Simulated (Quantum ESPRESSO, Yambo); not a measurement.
# Diamond (Fd-3m, 2 atoms a cell): G0W0 with Yambo, start to end, part 3 of 3

Wanted: ground state, empty states, screening and self-energy for Diamond (Fd-3m, 2 atoms a cell).

Quantum ESPRESSO 7.5 and Yambo 5.3.0; PBE and many-body steps on it, plane waves. Known limits of the many-body steps: not at the basis limit.

So far. Step 3 (Bands along the symmetry lines): The gap is 4.190 eV, −0.039 eV from the run before at this level. Step 4 (Empty states on the mesh, 8×8×8 mesh, 29 bands): On this mesh the gap is 4.190 eV.

## 6. Screening and self-energy, 8×8×8 mesh, 29 bands, screening to 129.3 eV

Now the one-shot GW correction: screening in the RPA, then the self-energy of the levels asked for.

This step: G0W0 on PBE, plane waves, norm-conserving pseudopotentials.

gw1.in

```
HF_and_locXC
gw0
dyson
ppa
em1d
rim_cut
RandQpts= 1000000
RandGvec= 1 RL
EXXRLvcs= 74 Ry
VXCRLvcs= 296 Ry
Chimod= "HARTREE"
% BndsRnXp
 1 | 29 |
%
NGsBlkXp= 9.5 Ry
% LongDrXp
 1 | 1 | 1 |
%
% GbndRnge
 1 | 29 |
%
DysSolver= "n"
ExtendOut
PPAPntXp= 27.21138 eV
% QPkrange
 1 | 29 | 2 | 6 |
%
```

The run is started by

```console
OMP_NUM_THREADS=1 mpirun -n 8 yambo -F gw1.in -J gw1 -C gw1 > gw1.log
```

What it wrote:

```text
 Yambo, version 5.3.0

 [02] CORE Variables Setup
 =========================

  [... cell, symmetries and grids as in the set-up ...]

  [02.05] Energies & Occupations
  ==============================

  [X] === General ===
  [X] Electronic Temperature                        :  0.000000  0.000000 [eV K]
  [X] Bosonic    Temperature                        :  0.000000  0.000000 [eV K]
  [X] Finite Temperature mode                       : no
  [X] El. density                                   :  0.70524E+24 [cm-3]
  [X] Fermi Level                                   :  13.35851 [eV]

  [X] === Gaps and Widths ===
  [X] Conduction Band Min                           :  4.190043 [eV]
  [X] Valence Band Max                              :  0.000000 [eV]
  [X] Filled Bands                                  :   4
  [X] Empty Bands                                   :   5  29
  [X] Direct Gap                                    :  5.625542 [eV]
  [X] Direct Gap localized at k                     :  1
  [X] Indirect Gap                                  :  4.190043 [eV]
  [X] Indirect Gap between kpts                     :   1  18
  [X] Last valence band width                       :  8.331932 [eV]
  [X] 1st conduction band width                     :  6.494492 [eV]

 [03] Transferred momenta grid and indexing
 ==========================================

 IBZ Q-points                                      :  29
 BZ  Q-points                                      :   512

 K/Q-points units:
 rlu = crystal or reduced units; cc = cartesian coordinates; iku = interal k-units

 Q [ 1]         [rlu]:  0.000000  0.000000  0.000000
 Q [ 2]         [rlu]: -0.21107E-16 -0.21107E-16  0.12500
 Q [ 3]         [rlu]:  0.24465E-17  0.24465E-17  0.25000
 Q [ 4]         [rlu]: -0.17551E-17 -0.17551E-17  0.37500
 Q [ 5]         [rlu]:  0.84430E-16  0.84430E-16 -0.50000
 Q [ 6]         [rlu]: -0.73783E-17  0.12500      0.12500
 Q [ 7]         [rlu]: -0.62203E-17  0.12500      0.25000
 Q [ 8]         [rlu]:  0.24465E-17  0.12500      0.37500
 Q [ 9]         [rlu]:  0.26352E-18  0.12500      0.50000
 Q [10]         [rlu]:  0.84430E-16  0.12500     -0.37500
     [... 17 further rows ...]
 Q [28]         [rlu]:  0.125000 -0.500000 -0.375000
 Q [29]         [rlu]:  0.250000 -0.500000 -0.250000

 [04] Coloumb potential Random Integration (RIM)
 ===============================================

  [04.01] RIM initialization
  ==========================

  * Diagonal components only detected *

  8 x (sBL volume)        :  0.050630 [a.u.]
  sBZ random points       :  1000000
  Points outside the sBZ  :   7999624
  RL volume               :  3.240325 [a.u.]
  Integrated volume       :  3.240478 [a.u.]

  [04.02] RIM integrals
  =====================

  Gamma point sphere radius             :  0.067105 [a.u.]
  Points outside the sphere             :   799635
  [Int_sBZ(q=0) 1/q^2]*(Vol_sBZ)^(-1/3) =:  7.763403
                                 should be <:  7.795600

  Summary of Coulomb integrals for non-metallic bands |Q|[au] RIM/Bare

  Q [1] 0.100000E-4 0.995870 * Q [2] 0.201827 1.065375
  Q [6] 0.233050 1.063960 * Q [12] 0.329583 1.025361
  Q [7] 0.386470 1.019334 * Q [3] 0.403655 1.016906
  Q [13] 0.466100 1.013461 * Q [11] 0.507921 1.010271
  Q [22] 0.521116 1.010384 * Q [8] 0.570854 1.008637
  Q [4] 0.605482 1.007625 * Q [14] 0.605482 1.007811
  Q [17] 0.659166 1.006086 * Q [23] 0.689372 1.005926
  Q [10] 0.699151 1.005340 * Q [18] 0.699151 1.005850
  Q [25] 0.736970 1.005219 * Q [9] 0.764106 1.004858
  Q [15] 0.772940 1.004778 * Q [5] 0.807310 1.003970
  Q [19] 0.832156 1.004142 * Q [16] 0.832156 1.003775
  Q [27] 0.840275 1.003715 * Q [24] 0.871994 1.003414
  Q [26] 0.895046 1.003562 * Q [21] 0.932201 1.003087
  Q [28] 0.960891 1.002912 * Q [20] 0.988748 1.002677
  Q [29] 1.042232 1.002479

 [05] Dipoles
 ============

  [05.01] Setup: observables and procedures
  =========================================

 [06] Dynamic Dielectric Matrix (PPA)
 ====================================

 [SLK-Inversion]  Pools        :  2
 [SLK-Inversion]  BLACS grid   :  2  2

 [WR./gw1//ndb.pp]---------------------------------------------------------------
  Brillouin Zone Q/K grids (IBZ/BZ)                :    29   512    29   512
  RL vectors                                       :  1211 [WF]
  Coulomb cutoff potential                         : none
  Electronic Temperature                           :  0.000000 [K]
  Bosonic    Temperature                           :  0.000000 [K]
  PPA    diel. fun.  energies                      : Perdew, Burke & Ernzerhof(X)+Perdew, Burke & Ernzerhof(C)
  wavefunctions                                    : Perdew, Burke & Ernzerhof(X)+Perdew, Burke & Ernzerhof(C)
  Global Gauge                                     : length
  X matrix size                                    :   59
  X band range                                     :   1  29
  X e/h energy range                               : -1.000000 -1.000000 [eV]
  X Time ordering                                  : R
  X Hxc Kernel                                     : HARTREE
  X Drude frequency                                :  0.000000  0.000000
  X poles                                          :  100.0000 [o/o]
  RL vectors in the sum                            :  1211
  [r,Vnl] included                                 : yes
  Field direction                                  :  0.577350E-5  0.577350E-5  0.577350E-5
  BZ energy Double Grid                            : no
  BZ energy DbGd points                            : 0
  BZ Q point size factor                           : -1.000000
  X Optical Averaged directions                    : none

 [07] Local Exchange-Correlation + Non-Local Fock
 ================================================

 [VXC] Plane waves :   6615
 [EXS] Plane waves :   893

 QP @ state[ 1 ] K range:   1  29
 QP @ state[ 1 ] b range:   2   6

 [xc] Functional : Perdew, Burke & Ernzerhof(X)+Perdew, Burke & Ernzerhof(C)
 [xc] LIBXC used to calculate xc functional
  PP Number of Atomic Species                      :  1
  NLCC RL compoments                               :   6615
  PP Number of Atomic Species                      :  1
  NLCC RL compoments                               :   6615

 [xc] E_xc :  -3.558532 [Ha]
      E_xc :  -7.117064 [Ry]

  Local XC kind (lXC) : Perdew, Burke & Ernzerhof(X)+Perdew, Burke & Ernzerhof(C)
  Non-Local XC kind (nlXC) : Hartree-Fock

  Corrections @ K [1] :  [eV]
 <2|nlXC|2> = -19.19680 -0.60237E-17 <2|lXC|2> = -16.96249  0.18882E-15
 <3|nlXC|3> = -19.19680 -0.26673E-18 <3|lXC|3> = -16.96248 -0.18882E-15
 <4|nlXC|4> = -19.19680 -0.16267E-17 <4|lXC|4> = -16.96248 -0.94408E-16
 <5|nlXC|5> = -9.589909 -0.23287E-17 <5|lXC|5> = -15.64309 -0.56645E-15
 <6|nlXC|6> = -9.589926  0.21813E-17 <6|lXC|6> = -15.64308 -0.37763E-15

  Corrections @ K [2] :  [eV]
 <2|nlXC|2> = -19.50377 -0.37774E-17 <2|lXC|2> = -16.40171  0.000000
 <3|nlXC|3> = -19.22870 -0.64738E-18 <3|lXC|3> = -16.79713  0.37763E-15
 <4|nlXC|4> = -19.22868 -0.10872E-16 <4|lXC|4> = -16.79712  0.18882E-15
 <5|nlXC|5> = -9.464880 -0.47268E-17 <5|lXC|5> = -15.81101 -0.37763E-15
 <6|nlXC|6> = -9.464886  0.37886E-17 <6|lXC|6> = -15.81101  0.37763E-15

  Corrections @ K [3] :  [eV]
[...]
Corrections @ K [4] :  [eV]
[...]
Corrections @ K [5] :  [eV]
[...]
[... 23 further k-points ...]
  Corrections @ K [29] :  [eV]
 <2|nlXC|2> = -23.69788  0.28184E-17 <2|lXC|2> = -16.05756 -0.94408E-16
 <3|nlXC|3> = -20.22231 -0.17453E-17 <3|lXC|3> = -14.99490  0.23602E-16
 <4|nlXC|4> = -20.22231  0.77199E-17 <4|lXC|4> = -14.99490 -0.12981E-15
 <5|nlXC|5> = -7.116414  0.36292E-18 <5|lXC|5> = -14.25947  0.64906E-16
 <6|nlXC|6> = -7.116413  0.95826E-18 <6|lXC|6> = -14.25946 -0.47204E-15

  [07.01] Hartree-Fock occupations report
  =======================================

  [Hartree-Fock] === General ===
  [Hartree-Fock] Electronic Temperature             :  0.000000  0.000000 [eV K]
  [Hartree-Fock] Bosonic    Temperature             :  0.000000  0.000000 [eV K]
  [Hartree-Fock] Finite Temperature mode            : no
  [Hartree-Fock] El. density                        :  0.70524E+24 [cm-3]
  [Hartree-Fock] Fermi Level                        :  13.35851 [eV]

  [Hartree-Fock] === Gaps and Widths ===
  [Hartree-Fock] Conduction Band Min                :  9.575149 [eV]
  [Hartree-Fock] Valence Band Max                   : -2.234319 [eV]
  [Hartree-Fock] Filled Bands                       :   4
  [Hartree-Fock] Empty Bands                        :   5  29
  [Hartree-Fock] Direct Gap                         :  13.91304 [eV]
  [Hartree-Fock] Direct Gap localized at k          :  1
  [Hartree-Fock] Indirect Gap                       :  11.80947 [eV]
  [Hartree-Fock] Indirect Gap between kpts          :   1  18
  [Hartree-Fock] Last valence band width            :  11.32502 [eV]
  [Hartree-Fock] 1st conduction band width          :  8.252437 [eV]

 [08] Dyson equation: Newton solver
 ==================================

  [08.01] G0W0 (W PPA)
  ====================

  [  GW  ] Bands range     :   1  29
  [GW/PPA] G damping       :  0.100000 [eV]

  QP @ state[ 1 ] K range:   1  29
  QP @ state[ 1 ] b range:   2   6

   Sc/G bands                                       :   1  29
   Sc/G damping                                     :  0.100000 ev
   Sc bands terminator                              : no
   Sx RL components                                 :   893

   QP @ state[ 1 ] K range                          :   1  29
   QP @ state[ 1 ] b range                          :   2   6
   GF energies kind                                 : Perdew, Burke & Ernzerhof(X)+Perdew, Burke & Ernzerhof(C)
   GF WF`s kind                                     : Perdew, Burke & Ernzerhof(X)+Perdew, Burke & Ernzerhof(C)
   Xs energies kind                                 : Perdew, Burke & Ernzerhof(X)+Perdew, Burke & Ernzerhof(C)
   Xs WF`s kind                                     : Perdew, Burke & Ernzerhof(X)+Perdew, Burke & Ernzerhof(C)

 [11] Game Over & Game summary
```

The job ended after 3 min (8 MPI ranks of Arm Neoverse N1, shared host; peak memory 2.6 GiB; 24 min of CPU time).

Numbers from this step:

```yaml
g0w0_gap_on_the_mesh: 5.393 eV
starting_gap_on_the_mesh: 4.190 eV
k_of_the_valence_top: 0, 0, 0
k_of_the_conduction_bottom: 0, 0.375, 0.375
least_direct_g0w0_gap_on_the_computed_points: 7.368 eV
z_at_the_valence_top: 0.8335
z_at_the_conduction_bottom: 0.8433
```

The gap on the mesh goes from 4.19 eV to 5.39 eV, a correction of +1.20 eV. The start differs from the 4.23 eV found before because the two sample other k points.

Limits: finite bands, cutoff and mesh. v1 is the top filled band, c1 the lowest empty one. The levels before and after the correction (eV, zero at the valence-band top of each column):

```tsv
	conduction bottom	valence top
Kohn-Sham	4.19	0.00
G0W0	5.39	0.00
```

```tsv
	level	energy (eV)
Kohn-Sham	Γ v3-v1	0.000
Kohn-Sham	Γ c1-c2	5.626
Kohn-Sham	(0 0.375 0.375) v3	-8.593
Kohn-Sham	(0 0.375 0.375) v2-v1	-5.754
Kohn-Sham	(0 0.375 0.375) c1	4.190
Kohn-Sham	(0 0.375 0.375) c2	6.803
G0W0	Γ v3-v1	0.000
G0W0	Γ c1-c2	7.368
G0W0	(0 0.375 0.375) v3	-9.448
G0W0	(0 0.375 0.375) v2-v1	-6.199
G0W0	(0 0.375 0.375) c1	5.393
G0W0	(0 0.375 0.375) c2	7.976
```

## 7. Where the time went

Times are wall times on the hardware named with each run, good to a factor of about two.

```tsv
step	time	share	memory (GiB)
ground state	2.1 s	1 %	0.34
bands along the symmetry lines	1.3 s	1 %	0.05
empty states on the mesh	1.9 s	1 %	0.05
conversion and set-up	2.1 s	1 %	0.23
screening and self-energy	3 min	96 %	2.6
```

## 8. Results

```
PBE gap              : 4.19 eV, indirect
G0W0 gap on the mesh : 5.39 eV
GW settings          : 8×8×8 mesh, 29 bands, screening to 129.3 eV, Godby-Needs plasmon pole
known limits         : not at the basis limit
```

In words: G0W0 moves the gap on the mesh from 4.19 eV to 5.39 eV (+1.20 eV), with Z of 0.83 and 0.84 at the edges. The dearest step here is «screening and self-energy». Against experiment, by G0W0@PBE: the gap of 5.39 eV lies −0.11 eV from the measured 5.5 eV (kind not stated, quoted 2019); the gap of 5.39 eV lies −0.08 eV from the measured 5.47 eV (kind not stated, quoted 2024). The calculation has static nuclei and no excitons; a measured gap holds zero-point and thermal motion, which mostly lowers it. Bands and cutoff are finite, so the gap is not at the basis limit. The miss can reach some tenths of an eV and take either sign; the mesh is an error of its own.

[Paths, hosts, dates, memory and timing lines, banners, echoed tables and standing remarks are left out of the program output.]

[Logs are printed without paths, hosts, clocks, repeated set-up lines and the standing remarks that a program may print on its own settings, such as how far it seeks lower states.]

[Runs of the session that timed out or met a known fault of the program may be left out.]

[Hosts, paths, dates, database ids (printed as entryN), source tags and the programs' standing remarks are cut or masked in the printed files.]
